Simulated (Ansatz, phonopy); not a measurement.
# AgCl (Chlorargyrite, Fm-3m): a volume series of phonon spectra, part 4 of 4

Aim: how the vibrations of AgCl (Chlorargyrite) shift with volume, and the expansion that follows.

Measurements to reproduce:
- volume expansion coefficient 98.7 1e-6/K near room temperature (given in “Descriptors for thermal expansion in solids”, 2017, arXiv:1701.03966)
- heat capacity C_P per formula unit 53 J/mol/K near room temperature (given in “High-Throughput Prediction of Finite-Temperature Properties using the Quasi-Harmonic Approximation”, 2016, arXiv:1603.06924)

Ansatz 0.2.0; DFT LDA, scalar-relativistic, plane waves, PAW.

So far. Step 13 (Lattice dynamics at this volume, V/V0 0.97): No mode is imaginary beyond numerical noise at the solved wavevectors. The highest zone-centre mode (no LO–TO term) moved by +11.1 % for a volume change of -3.0 %. Step 14 (A cell at another volume, V/V0 1.05): The run ends at a pressure of -2.98 GPa.

The database entry behind the starting cell differs from later determinations by our own check (an axis about 1.4 % short against later determinations), so it need not match the best structure at ambient conditions.

**15. Lattice dynamics at this volume, V/V0 1.05**

Phonons at this volume give one point of F(V, T); meshes stay fixed along the series.

The input, input.yaml:

```yaml
crystal:
  lattice:
    - [0.0, 2.7209617055, 2.7209617055]
    - [2.7209617055, 0.0, 2.7209617055]
    - [2.7209617055, 2.7209617055, 0.0]
  atoms:
    - { symbol: Ag, position: [0.0, 0.0, 0.0] }
    - { symbol: Cl, position: [0.5, 0.5, 0.5] }
kpoints:
  mp_grid: { grid: [8, 8, 8] }
hamiltonian:
  xc: lda
scf:
  occupations: { method: fixed }
output:
  eigenvalues: true
phonons:
  method: dfpt
  dielectric: true
  rigid_motions: translations
  qmesh: [4, 4, 4]
  temperatures: { t_max: 1000, t_step: 50 }
  qpath:
    path:
      - [[0.0, 0.0, 0.0], [0.5, 0.0, 0.5], [0.625, 0.25, 0.625]]
      - [[0.375, 0.375, 0.75], [0.0, 0.0, 0.0], [0.5, 0.5, 0.5], [0.5, 0.25, 0.75], [0.5, 0.0, 0.5]]
    npoints: 10
```

Command:

```
$ ansatz run input.yaml --threads 4 --pin off --max-ram 16384MiB --backend cpu --events-out ev --progress --plain --runs-dir out
```

Numbers of over 12 decimals in the logs are rounded to 6 here.

What it wrote:

```text
[...]
Crystal: 2 atoms, lattice volume = 40.290 Å³
Basis set: ecut = 420 eV, 749 PW (Γ), exchange–correlation on 54×54×54 points (8 copies of the dense FFT grid, shifted against one another)
Bands: 17, of which v1, the nominal top of the filled ones, is band 13 counted from 1 (12 counted from 0)
Symmetry: 48 space group operations
k-points: 59 of 512 (irreducible under 8 space group operations, time reversal used)
[...]
optical modes at Γ + LO–TO along q̂ = [0.0000, 1.0000, 0.0000]:
      ω (cm⁻¹)  modes    IR ((D/Å)²/amu)
        106.06      2             3.5697
        166.94      1             1.7848
  optical modes at Γ + LO–TO along q̂ = [0.0000, 0.0000, 1.0000]:
      ω (cm⁻¹)  modes    IR ((D/Å)²/amu)
        106.06      2             3.5697
        166.94      1             1.7848
--- Phonons (arbitrary-q DFPT): 8 irreducible q on the 4×4×4 mesh ---
[...]
interpolated dispersion: 63 rows × 6 modes
[...]
[key lines of the parts left out:]
SCF converged after 7 iterations
Free energy (F): -8502.909100 eV
Fermi energy:    8.791211 eV
```

The job ended after 72 s (4 threads of Arm Neoverse V2, shared host; peak memory 1 GiB; 4.7 min of CPU time).

No mode is imaginary beyond numerical noise at the solved wavevectors. The highest zone-centre mode (no LO–TO term) moved by -18.4 % for a volume change of +5.0 %.

**16. How the modes move with volume**

This step: DFT LDA, scalar-relativistic, plane waves, PAW (phonopy 4.10.0).

This step gave:

| Item | Value |
| --- | --- |
| share of modes with a negative Grüneisen parameter | 0.144 |

Mean Grüneisen, by row:

```
T (K)  heat-capacity-weighted mean  root mean square
   50                        1.696             3.032
  100                        2.051             3.033
  200                        2.145             3.012
  300                        2.162             3.006
  500                         2.17             3.003
  800                        2.173             3.002
```

Mean mode Grueneisen parameter against wavenumber:

```
wavenumber (cm⁻¹)  mean mode Grueneisen parameter
              3.5                               -
             10.6                           -2.05
             17.6                           -2.17
             24.7                           -1.37
             31.7                           -1.32
             38.8                          -0.128
             45.8                           0.817
             52.9                            1.56
             59.9                            3.13
             67.0                            2.43
             74.0                            3.22
             81.1                             2.5
             88.1                            2.73
             95.2                            2.96
            102.2                            3.35
            109.3                            3.95
            116.3                            4.13
            123.4                               4
            130.4                            3.71
            137.5                            3.57
            144.5                            3.36
            151.6                            3.18
            158.7                            3.12
            165.7                            2.98
            172.8                            2.84
            179.8                            2.49
            186.9                            2.21
            193.9                            2.17
            201.0                             2.2
            208.0                            2.03
```

Volume series, by row:

```
 V/V0  V (Å³/atom)  pressure (GPa)  E - E0 (meV/atom)  gap (eV)  zero-point energy (meV/atom)  lowest on the path (cm⁻¹)  highest at Gamma without the LO-TO term (cm⁻¹)
 0.97        18.61           2.292              3.996     0.642                         21.63                          0                                           144.3
0.985         18.9           1.094              0.971     0.633                         20.85                          0                                           137.1
    1        19.19           0.003                  0     0.627                         20.07                          0                                           129.9
1.015        19.47          -0.992              0.902     0.621                          19.3                          0                                           122.8
 1.03        19.76          -1.899              3.511     0.617                         18.53                          0                                           115.6
 1.05        20.14          -2.982               9.38     0.614                         17.49                          0                                           106.1
```

The optical frequency at Gamma without the LO-TO term, mode 4 by V/V0:

```
  V/V0  optical frequency at Gamma without the LO-TO term, mode 4 (cm⁻¹)
0.9700                                                               144
0.9850                                                               137
1.0000                                                               130
1.0150                                                               123
1.0300                                                               116
1.0500                                                               106
```

Grüneisen at points, by row:

```
point  branch  frequency (cm⁻¹)  mode Grüneisen parameter
    Γ       4             129.9                      3.68
    Γ       6             182.4                      1.79
    X       1              32.2                     -3.55
    X       3              54.5                     -1.06
    X       4             169.6                      2.92
    X       6               208                      2.47
    U       1              44.4                      0.67
    U       2              49.2                     -1.47
    U       3              74.3                      1.45
    U       4               142                      3.55
    U       5             184.7                      2.41
    U       6             198.6                      2.57
    K       1              44.4                      0.67
    K       2              49.2                     -1.47
    K       3              74.3                      1.45
    K       4               142                      3.55
    K       5             184.7                      2.41
    K       6             198.6                      2.57
    L       1                62                     10.62
    L       3              72.5                      3.12
    L       5             108.9                      1.84
    L       6             211.6                      1.85
    W       1              44.8                     -1.89
    W       3              84.5                      2.55
    W       4             150.6                      2.68
    W       5             190.6                      2.66
```

**17. Free-energy fit**

Table of energy (each curve on its own zero) by volume; values in meV/atom:

```
volume (Å³/atom)  static  F at 0 K  F at 300 K  F at 600 K
          18.610       4      5.98        10.7        17.1
          18.898    0.97      2.18        5.42        9.67
          19.186       0      0.43        1.94        3.82
          19.474     0.9      0.56        0.11       -0.62
          19.761    3.51      2.39       -0.29       -3.91
          20.145    9.38      7.22        0.85       -7.35
```

Phonopy-qha, vinet fit of F(V) at each temperature; no electronic free energy. Qha vinet, by row:

```
T (K)  fitted volume (Å³/atom)  alpha_V (1e-6/K)  B_T (GPa)  C_P (J/mol-atom/K)  Grueneisen
   75                    19.34             48.39      64.45                17.7       2.067
  100                    19.36             60.52      62.84               20.43       2.205
  125                     19.4             69.36      61.08                22.1       2.289
  150                    19.43             76.62      59.21               23.21       2.355
  175                    19.47             83.31      57.21               24.01       2.415
  200                    19.51             90.02      55.09               24.65       2.474
  225                    19.56             97.17      52.84                25.2       2.537
```

Table of volume expansion coefficient, phonopy-qha, Vinet by temperature:

```
temperature (K)  volume expansion coefficient, phonopy-qha, Vinet (1e-6/K)
           75.0                                                       48.4
          100.0                                                       60.5
          125.0                                                       69.4
          150.0                                                       76.6
          175.0                                                       83.3
          200.0                                                       90.0
          225.0                                                       97.2
```

**18. Summary of results**

| Property | Result |
| --- | --- |
| mean mode Grüneisen parameter at 300 K | 2.16 |

In words: The table stops at 225 K because the fitted bulk modulus falls by over a fifth between 200 and 325 K, a sign that the fit runs away. The heat-capacity-weighted Grüneisen parameter goes from 1.70 at 50 K to 2.17 at 800 K; 14 % of the modes stiffen on expansion. Weighting γ by the density of states and each mode's heat capacity at 300 K, modes below 70 cm⁻¹ give about 14 % of the sum of γC that drives the expansion, those up to 140 cm⁻¹ 47 % and the rest 38 %. Among the labelled points γ is largest for branch 1 at L (62 cm⁻¹, 11) and most negative for branch 1 at X (32.2 cm⁻¹, -3.5). The PAW files were made for PBE and are used here under another functional, for which the program regenerates the frozen cores.

[Logs are printed without paths, hosts, clocks, repeated set-up lines and the standing remarks that a program may print on its own settings, such as how far it seeks lower states.]

[Hosts, paths, dates, database ids (printed as entryN), source tags and the programs' standing remarks are cut or masked in the printed files.]

[A step with changed settings may run another functional than the one named; its input shows which.]

[Of the runs on displaced cells, only some may be shown.]
